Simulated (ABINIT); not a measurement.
# Quasiparticle gap of Diamond (Fd-3m, 2 atoms a cell) in ABINIT, part 2 of 3

How does a plane-wave GW calculation on Diamond (Fd-3m, 2 atoms a cell) run from the first input to the gap?

ABINIT 10.8.3; PBE and many-body steps on it, plane waves. Known limits of the many-body steps: short of the basis limit; coarse k mesh.

So far. Step 2 (Ground state): The gap is indirect, with the least direct gap 1.40 eV higher.

## Step 3: Bands along the symmetry lines

Level of this step: DFT, PBE, plane waves, norm-conserving pseudopotentials (ABINIT).

The cheap functional maps the bands first; the places of the edges decide which points the dearer methods must see.

File run.abi:

```
acell 3*1.0 Angstrom
rprim 
  -0.000000000000 1.783370000000 1.783370000000
  1.783370000000 -0.000000000000 1.783370000000
  1.783370000000 1.783370000000 0.000000000000
ntypat 1
znucl 6
natom 2
typat 1 1
xred 
  -0.000000000000 0.000000000000 0.000000000000
  0.250000000000 0.250000000000 0.250000000000
pp_dirpath "pseudos"
pseudos "C.upf"
ecut 37
iscf -2
irdden 1
kptopt 0
nkpt 50
kpt 
  0.00000000 0.00000000 0.00000000
  0.06250000 0.00000000 0.06250000
  0.12500000 0.00000000 0.12500000
  0.18750000 0.00000000 0.18750000
  0.25000000 0.00000000 0.25000000
  0.31250000 0.00000000 0.31250000
  0.37500000 0.00000000 0.37500000
  0.43750000 0.00000000 0.43750000
  0.50000000 0.00000000 0.50000000
  0.51562500 0.03125000 0.51562500
  0.53125000 0.06250000 0.53125000
  0.54687500 0.09375000 0.54687500
  0.56250000 0.12500000 0.56250000
  0.57812500 0.15625000 0.57812500
  0.59375000 0.18750000 0.59375000
  0.60937500 0.21875000 0.60937500
  0.62500000 0.25000000 0.62500000
  0.37500000 0.37500000 0.75000000
  0.32812500 0.32812500 0.65625000
  0.28125000 0.28125000 0.56250000
  0.23437500 0.23437500 0.46875000
  0.18750000 0.18750000 0.37500000
  0.14062500 0.14062500 0.28125000
  0.09375000 0.09375000 0.18750000
  0.04687500 0.04687500 0.09375000
  0.00000000 0.00000000 0.00000000
  0.06250000 0.06250000 0.06250000
  0.12500000 0.12500000 0.12500000
  0.18750000 0.18750000 0.18750000
  0.25000000 0.25000000 0.25000000
  0.31250000 0.31250000 0.31250000
  0.37500000 0.37500000 0.37500000
  0.43750000 0.43750000 0.43750000
  0.50000000 0.50000000 0.50000000
  0.50000000 0.46875000 0.53125000
  0.50000000 0.43750000 0.56250000
  0.50000000 0.40625000 0.59375000
  0.50000000 0.37500000 0.62500000
  0.50000000 0.34375000 0.65625000
  0.50000000 0.31250000 0.68750000
  0.50000000 0.28125000 0.71875000
  0.50000000 0.25000000 0.75000000
  0.50000000 0.21875000 0.71875000
  0.50000000 0.18750000 0.68750000
  0.50000000 0.15625000 0.65625000
  0.50000000 0.12500000 0.62500000
  0.50000000 0.09375000 0.59375000
  0.50000000 0.06250000 0.56250000
  0.50000000 0.03125000 0.53125000
  0.50000000 0.00000000 0.50000000
istwfk *1
nband 11
nbdbuf 2
tolwfr 1e-08
nstep 40
prtwf 0
prtvol 0
indata_prefix "in"
outdata_prefix "out"
tmpdata_prefix "tmp"
```

Started as:

```bash
$ OMP_NUM_THREADS=1 mpirun -n 8 abinit run.abi > log
```

Log:

```text
.Version 10.8.3 of ABINIT. v10.8.2 released Aug 2026.

 Symmetries : space group Fd -3 m (#227); Bravais cF (face-center cubic)
[... echo of the input left out ...]
== DATASET  1 ==================================================================
-   mpi_nproc: 8, omp_nthreads: 1 (-1 if OMP is not activated)

--- !DatasetInfo
iteration_state: {dtset: 1, }
dimensions: {natom: 2, nkpt: 50, mband: 11, nsppol: 1, nspinor: 1, nspden: 1, mpw: 869, }
cutoff_energies: {ecut:  37.0, pawecutdg:  -1.0, }
electrons: {nelect:   8.00000000E+00, charge:   0.00000000E+00, occopt:   1.00000000E+00, tsmear:   1.00000000E-02, }

 Real(R)+Recip(G) space primitive vectors, cartesian coordinates (Bohr,Bohr^-1):
 R(1)=  0.0000000  3.3700809  3.3700809  G(1)= -0.1483644  0.1483644  0.1483644
 R(2)=  3.3700809  0.0000000  3.3700809  G(2)=  0.1483644 -0.1483644  0.1483644
 R(3)=  3.3700809  3.3700809  0.0000000  G(3)=  0.1483644  0.1483644 -0.1483644
 Unit cell volume ucvol=  7.6551017E+01 bohr^3
 Angles (23,13,12)=  6.00000000E+01  6.00000000E+01  6.00000000E+01 degrees

 getcut: wavevector=  0.0000  0.0000  0.0000  ngfft=  30  30  30
         ecut(hartree)=     37.000   => boxcut(ratio)=   2.30135

 getcut : COMMENT -
  Note that boxcut > 2.2 ; recall that boxcut=Gcut(box)/Gcut(sphere) = 2
  is sufficient for exact treatment of convolution.
  Such a large boxcut is a waste : you could raise ecut
  e.g. ecut=   48.989798 Hartrees makes boxcut=2

--- Pseudopotential description ------------------------------------------------
- C Generated using ONCVPSP code by D. R. Hamann
-  6.00000   4.00000  171031                  znucl, zion, pspdat
12 -101130 1 -1 1248                          pspcod,pspxc,lmax,lloc,mmax
     nproj     2     2
  pspatm : epsatm=    4.31346680
         --- l  ekb(1:nproj) -->
             0    6.481548    0.385504
             1   -4.199961   -0.877517
 pspatm: atomic psp has been read  and splines computed

--------------------------------------------------------------------------------

================================================================================
 prteigrs : about to open file out_EIG
 Non-SCF case, kpt    1 (  0.00000  0.00000  0.00000), residuals and eigenvalues=
  1.15E-09  2.46E-09  4.10E-09  2.15E-09  4.34E-09  5.45E-09  5.76E-09  7.98E-09
  1.34E-09  3.49E-05  6.89E-05
 -4.1145E-01  3.7825E-01  3.7825E-01  3.7825E-01  5.8499E-01  5.8499E-01
  5.8499E-01  8.6809E-01  1.0874E+00  1.3653E+00  1.3654E+00
 Non-SCF case, kpt    2 (  0.06250  0.00000  0.06250), residuals and eigenvalues=
  7.88E-10  1.10E-09  7.57E-09  2.53E-09  1.51E-09  8.03E-09  2.52E-09  3.02E-09
[...]
-4.0615E-01  3.5790E-01  3.5790E-01  3.6537E-01  5.8087E-01  6.0988E-01
  6.0988E-01  8.7151E-01  1.0967E+00  1.2471E+00  1.3838E+00
 Non-SCF case, kpt    3 (  0.12500  0.00000  0.12500), residuals and eigenvalues=
  7.80E-09  1.48E-09  6.89E-09  3.60E-09  1.79E-09  4.36E-09  6.20E-09  7.96E-09
[...]
-3.9029E-01  3.1478E-01  3.1478E-01  3.2957E-01  5.7006E-01  6.6644E-01
  6.6644E-01  8.6803E-01  1.1220E+00  1.1457E+00  1.3923E+00
[...]
Non-SCF case, kpt   49 (  0.50000  0.03125  0.53125), residuals and eigenvalues=
[...]
-9.0410E-02 -9.0410E-02  1.4321E-01  1.4321E-01  5.6108E-01  5.6108E-01
  9.9380E-01  9.9380E-01  1.2288E+00  1.2288E+00  1.5680E+00
 Non-SCF case, kpt   50 (  0.50000  0.00000  0.50000), residuals and eigenvalues=
[...]
-9.1260E-02 -9.1260E-02  1.4617E-01  1.4617E-01  5.5561E-01  5.5561E-01
  9.9637E-01  9.9637E-01  1.2321E+00  1.2321E+00  1.5741E+00

--- !ResultsGS
iteration_state: {dtset: 1, }
comment   : Summary of ground state results
lattice_vectors:
- [ -0.0000000,   3.3700809,   3.3700809, ]
- [  3.3700809,  -0.0000000,   3.3700809, ]
- [  3.3700809,   3.3700809,   0.0000000, ]
lattice_lengths: [   4.76601,    4.76601,    4.76601, ]
lattice_angles: [ 60.000,  60.000,  60.000, ] # degrees, (23, 13, 12)
lattice_volume:   7.6551017E+01
convergence: {deltae:  0.000E+00, res2:  0.000E+00, residm:  9.813E-09, diffor:  0.000E+00, }
etotal    :  -1.20374080E+01
entropy   :   0.00000000E+00
fermie    :   3.78251972E-01
cartesian_stress_tensor: null
pressure_GPa: null
xred      :
- [  0.0000E+00,   0.0000E+00,   0.0000E+00,  C]
- [  2.5000E-01,   2.5000E-01,   2.5000E-01,  C]
cartesian_forces: null
force_length_stats: {min: null, max: null, mean: null, }

 Integrated electronic density in atomic spheres:
 ------------------------------------------------
 Atom  Sphere_radius  Integrated_density
[...]
================================================================================

 ----iterations are completed or convergence reached----

 Mean square residual over all n,k,spin=   37.436E-10; max=  98.133E-10
 reduced coordinates (array xred) for    2 atoms
[...]
cartesian coordinates (angstrom) at end:
    1      0.000000     0.000000     0.000000
    2      0.891685     0.891685     0.891685
 length scales=  1.889726  1.889726  1.889726 bohr
              =  1.000000  1.000000  1.000000 angstroms
 prteigrs : about to open file out_EIG
 Eigenvalues (hartree) for nkpt=  50  k points:
 kpt#   1, nband= 11, wtk=  1.00000, kpt=  0.0000  0.0000  0.0000 (reduced coord)
[...]
kpt#   2, nband= 11, wtk=  1.00000, kpt=  0.0625  0.0000  0.0625 (reduced coord)
[...]
kpt#   3, nband= 11, wtk=  1.00000, kpt=  0.1250  0.0000  0.1250 (reduced coord)
[...]
kpt#  49, nband= 11, wtk=  1.00000, kpt=  0.5000  0.0313  0.5313 (reduced coord)
  -0.09041   -0.09041    0.14321    0.14321    0.56108    0.56108    0.99380    0.99380
   1.22880    1.22880    1.56797
 kpt#  50, nband= 11, wtk=  1.00000, kpt=  0.5000  0.0000  0.5000 (reduced coord)
  -0.09126   -0.09126    0.14617    0.14617    0.55561    0.55561    0.99637    0.99637
   1.23206    1.23206    1.57409

== END DATASET(S) ==============================================================
================================================================================

 -outvars: echo values of variables after computation  --------
            nband          11
             nkpt          50
          spgroup         227
 [... the other variables as echoed above ...]

 Calculation completed.
```

Elapsed: 1.8 s, on 8 MPI ranks of Arm Neoverse V2, shared host; peak memory 0.07 GiB; 14 s of CPU time.

Numbers from this step:

* gap: 4.190 eV
* k of the valence top: 0, 0, 0
* k of the conduction bottom: 0.375, 0, 0.375
* least direct gap: 5.626 eV

The gap is 4.190 eV, −0.039 eV from the run before at this level.

Electronic bands along the path, in eV, zero at the top of the highest filled band; v1 is the highest filled band, c1 the lowest empty one:

| point | v4 | v3 | v2 | v1 | c1 | c2 | c3 | c4 |
| --- | --- | --- | --- | --- | --- | --- | --- | --- |
| Γ | -21.49 | 0.00 | 0.00 | 0.00 | 5.63 | 5.63 | 5.63 | 13.33 |
| halfway | -19.21 | -4.52 | -4.13 | -4.13 | 4.49 | 10.31 | 11.62 | 11.62 |
| X | -12.78 | -12.78 | -6.32 | -6.32 | 4.83 | 4.83 | 16.82 | 16.82 |
| halfway | -12.69 | -12.52 | -7.58 | -6.07 | 5.06 | 6.73 | 16.13 | 16.47 |
| U | -12.99 | -11.74 | -9.33 | -5.38 | 5.74 | 10.80 | 14.40 | 15.64 |
| jump to K | -12.99 | -11.74 | -9.33 | -5.38 | 5.74 | 10.80 | 14.40 | 15.64 |
| halfway | -18.93 | -6.52 | -5.57 | -1.75 | 8.19 | 8.69 | 10.10 | 13.68 |
| Γ | -21.49 | 0.00 | 0.00 | 0.00 | 5.63 | 5.63 | 5.63 | 13.33 |
| halfway | -19.77 | -6.60 | -1.75 | -1.75 | 7.83 | 7.83 | 8.19 | 14.64 |
| L | -15.71 | -13.39 | -2.81 | -2.81 | 8.52 | 8.52 | 8.90 | 15.71 |
| halfway | -14.70 | -12.38 | -6.32 | -4.70 | 8.36 | 9.50 | 13.08 | 14.89 |
| W | -11.99 | -11.99 | -8.33 | -8.33 | 10.68 | 10.68 | 12.35 | 12.35 |
| halfway | -12.44 | -12.44 | -7.33 | -7.33 | 6.94 | 6.94 | 15.58 | 15.58 |
| X | -12.78 | -12.78 | -6.32 | -6.32 | 4.83 | 4.83 | 16.82 | 16.82 |

The electronic bands as a text plot (rows in eV, shown from -8.0 to 10.2 only):

```
    9.8 |    +           +    +++                     ++ + +
    9.1 |                       +              +++++++ ++   +
    8.3 |       ++            +++++         +++++++++++
    7.5 |  ++           +   ++     ++      ++
    6.8 |         +    +   +     ++      ++                  +
    6.0 | +               +        +++  +                     +
    5.3 |++++      ++ ++++            ++                       ++
    4.5 |    ++++++++++
    3.7 |
    3.0 |
    2.2 |
    1.5 |
    0.7 |
    0.0 |**                        ******
   -0.8 | *                      **  *  ***
   -1.6 |  **                   *          **
   -2.3 |                     **   **    **  ***
   -3.1 |    *                                  *****
   -3.8 |     **            **   **                 **
   -4.6 |     **           *     **        *          *
   -5.3 |       **       **     *                    * *
   -6.1 |         *******                             *         *
   -6.9 |       **    *       ***           *           *     **
   -7.6 |              *                               * *   *
         Γ           X  U|K            Γ         L        W     X
```

## Step 4: Empty states on the mesh, 6×6×6 mesh, 64 bands

The sums over transitions need many empty states on a uniform mesh; this step solves for them.

File run.abi:

```
acell 3*1.0 Angstrom
rprim 
  -0.000000000000 1.783370000000 1.783370000000
  1.783370000000 -0.000000000000 1.783370000000
  1.783370000000 1.783370000000 0.000000000000
ntypat 1
znucl 6
natom 2
typat 1 1
xred 
  -0.000000000000 0.000000000000 0.000000000000
  0.250000000000 0.250000000000 0.250000000000
pp_dirpath "pseudos"
pseudos "C.upf"
ecut 37
ngkpt 6 6 6
nshiftk 1
shiftk 0 0 0
kptopt 1
chksymbreak 0
irdden 1
istwfk *1
nband 64
prtvol 0
optdriver 6
gwr_task "HDIAGO"
paral_kgb 0
occopt 1
indata_prefix "in"
outdata_prefix "out"
tmpdata_prefix "tmp"
```

Log:

```text
[banner, memory and clock lines left out]
.Version 10.8.3 of ABINIT. v10.8.2 released Aug 2026.

 Symmetries : space group Fd -3 m (#227); Bravais cF (face-center cubic)
[... echo of the input left out ...]
== DATASET  1 ==================================================================
-   mpi_nproc: 8, omp_nthreads: 1 (-1 if OMP is not activated)

--- !DatasetInfo
iteration_state: {dtset: 1, }
dimensions: {natom: 2, nkpt: 16, mband: 64, nsppol: 1, nspinor: 1, nspden: 1, mpw: 869, }
cutoff_energies: {ecut:  37.0, pawecutdg:  -1.0, }
electrons: {nelect:   8.00000000E+00, charge:   0.00000000E+00, occopt:   1.00000000E+00, tsmear:   1.00000000E-02, }

.Using double precision arithmetic; gwpc =  8

- Reading GS density from: in_DEN

--- Pseudopotential description ------------------------------------------------
- C Generated using ONCVPSP code by D. R. Hamann
-  6.00000   4.00000  171031                  znucl, zion, pspdat
12 -101130 1 -1 1248                          pspcod,pspxc,lmax,lloc,mmax
     nproj     2     2
  pspatm : epsatm=    4.31346680
         --- l  ekb(1:nproj) -->
             0    6.481548    0.385504
             1   -4.199961   -0.877517
 pspatm: atomic psp has been read  and splines computed

   6.90154688E+01                                ecore*ucvol(ha*bohr**3)

 Total charge density [el/Bohr^3]
)     Maximum=    2.9642E-01  at reduced coord.    0.2000    0.2000    0.4333
)     Minimum=    1.3223E-02  at reduced coord.    0.5000    0.5000    0.5000
   Integrated=    8.0000E+00

 === KS gaps after direct diagonalization ===
 Indirect band gap semiconductor
 Fundamental gap:     4.207 (eV)
   VBM:    10.293 (eV) at k: [ 0.0000E+00,  0.0000E+00,  0.0000E+00]
   CBM:    14.500 (eV) at k: [ 3.3333E-01,  3.3333E-01,  0.0000E+00]
 Direct gap:         5.626 (eV) at k: [ 0.0000E+00,  0.0000E+00,  0.0000E+00]

== END DATASET(S) ==============================================================

 -outvars: echo values of variables after computation  --------
           etotal      0.0000000000E+00
            nband          64
             nkpt          16
          spgroup         227
 [... the other variables as echoed above ...]

 Calculation completed.
```

Elapsed: 2.5 s, on 8 MPI ranks; peak memory 0.11 GiB; 19 s of CPU time.

This step gave:

* gap: 4.207 eV
* k of the valence top: 0, 0, 0
* k of the conduction bottom: 0.3333, 0.3333, 0
* least direct gap: 5.626 eV
* k points computed: 16
* lowest point of the top converged band, above the valence top: 121.9261 eV

On this mesh the gap is 4.207 eV.

## Step 5: Screening, 6×6×6 mesh, 56 bands, screening to 217.7 eV

The RPA dielectric matrix is built and inverted for each q.

This step: RPA screening on PBE, plane waves, norm-conserving pseudopotentials.

Edit run.abi of step 4 so:

```diff
@@ -20,10 +20,11 @@
 chksymbreak 0
-irdden 1
 istwfk *1
-nband 64
-prtvol 0
-optdriver 6
-gwr_task "HDIAGO"
-paral_kgb 0
 occopt 1
+irdwfk 1
+optdriver 3
+nband 56
+ecuteps 8
+inclvkb 2
+awtr 1
+symchi 1
 indata_prefix "in"
```

Log:

```text
.Version 10.8.3 of ABINIT. v10.8.2 released Aug 2026.

 Symmetries : space group Fd -3 m (#227); Bravais cF (face-center cubic)
[... echo of the input left out ...]
== DATASET  1 ==================================================================
-   mpi_nproc: 8, omp_nthreads: 1 (-1 if OMP is not activated)

--- !DatasetInfo
iteration_state: {dtset: 1, }
dimensions: {natom: 2, nkpt: 16, mband: 56, nsppol: 1, nspinor: 1, nspden: 1, mpw: 869, }
cutoff_energies: {ecut:  37.0, pawecutdg:  -1.0, }
electrons: {nelect:   8.00000000E+00, charge:   0.00000000E+00, occopt:   1.00000000E+00, tsmear:   1.00000000E-02, }

 SCREENING: Calculation of the susceptibility and dielectric matrices

 Based on a program developped by R.W. Godby, V. Olevano, G. Onida, and L. Reining.
 Incorporated in ABINIT by V. Olevano, G.-M. Rignanese, and M. Torrent.
.Using double precision arithmetic ; gwpc =  8

[... cell and pseudopotentials left out ...]
--------------------------------------------------------------------------------

 ==== K-mesh for the wavefunctions ====
 Number of points in the irreducible wedge :    16
[... list of points left out ...]
 Together with 48 symmetry operations and time-reversal symmetry
 yields   216 points in the full Brillouin Zone.

 ==== Q-mesh for the screening function ====
 Number of points in the irreducible wedge :    16
[... list of points left out ...]
 Together with 48 symmetry operations and time-reversal symmetry
 yields   216 points in the full Brillouin Zone.

 setmesh: FFT mesh size selected  =    20x   20x   20
          total number of points  =         8000

 vcoul_init : cutoff-mode = AUXILIARY_FUNCTION
 q-points for optical limit:   1
     1)      0.000010    0.000020    0.000030

- screening: taking advantage of time-reversal symmetry
- Maximum band index for partially occupied states nbvw = 4
- Remaining bands to be divided among processors   nbcw = 52
- Number of bands treated by each node ~6

 Number of electrons calculated from density =    8.0000; Expected =    8.0000
 average of density, n =  0.104505
 r_s =    1.3170
 omega_plasma =   31.1835 [eV]

 calculating chi0 at frequencies [eV] :
  1    0.000000E+00    0.000000E+00
  2    0.000000E+00    3.118352E+01

--------------------------------------------------------------------------------
  q-point number  1        q = ( 0.000000, 0.000000, 0.000000) [r.l.u.]
--------------------------------------------------------------------------------
[... chi0 elements left out ...]
 For q-point:  0.000010 0.000020 0.000030
  dielectric constant =   5.7551
  dielectric constant without local fields =   6.1858

  Average fulfillment of the sum rule on Im[epsilon] for q-point    1 :     86.46  [%]
[... wings left out ...]
  q-point number  2        q = ( 0.166667, 0.000000, 0.000000) [r.l.u.]
--------------------------------------------------------------------------------
[... chi0 elements left out ...]
  Average fulfillment of the sum rule on Im[epsilon] for q-point    2 :     96.61  [%]

 [... 14 further q-points ...]
```

Wall time 3.8 s (8 MPI ranks); peak memory 0.7 GiB.

This step gave:

| Quantity | Value |
| --- | --- |
| ε∞ with local fields, on this mesh | 5.755 |
| ε∞ without local fields, on this mesh | 6.186 |
| plasma frequency | 31.18 eV |
| plane waves in the screening matrix | 65 |

Local fields lower ε∞ by 7 %. On a Γ-centred mesh this coarse the value itself is usually too large, while a short band sum pulls it down.

(Continued in part 3 of 3.)

[Long decimals in the printed logs are rounded to 6 places.]

[Logs are printed without paths, hosts, clocks, repeated set-up lines and the standing remarks that a program may print on its own settings, such as how far it seeks lower states.]

[Paths, hosts, dates, memory and timing lines, banners, echoed tables and standing remarks are left out of the program output; an Ansatz launch command may be rebuilt from the run's recorded settings. Measured values are a selection of at most five: reports struck by readers or far from the other reports are left out. None is set beside runs whose start may be inverted or whose files or cutoffs have a known fault.]

[Runs of the session that timed out or met a known fault of the program may be left out.]

[Hosts, paths, dates, database ids (printed as entryN), source tags and the programs' standing remarks are cut or masked in the printed files.]

[G0W0 gaps are taken among the corrected bands and points alone; a level outside them can change the order at an edge.]

[Where Ansatz stands beside ABINIT at settings called matched, ABINIT's density can come from a denser mesh and the files from another edition; pairs whose starting gaps differed by over 0.03 eV were left out, so agreement reads better than it is.]
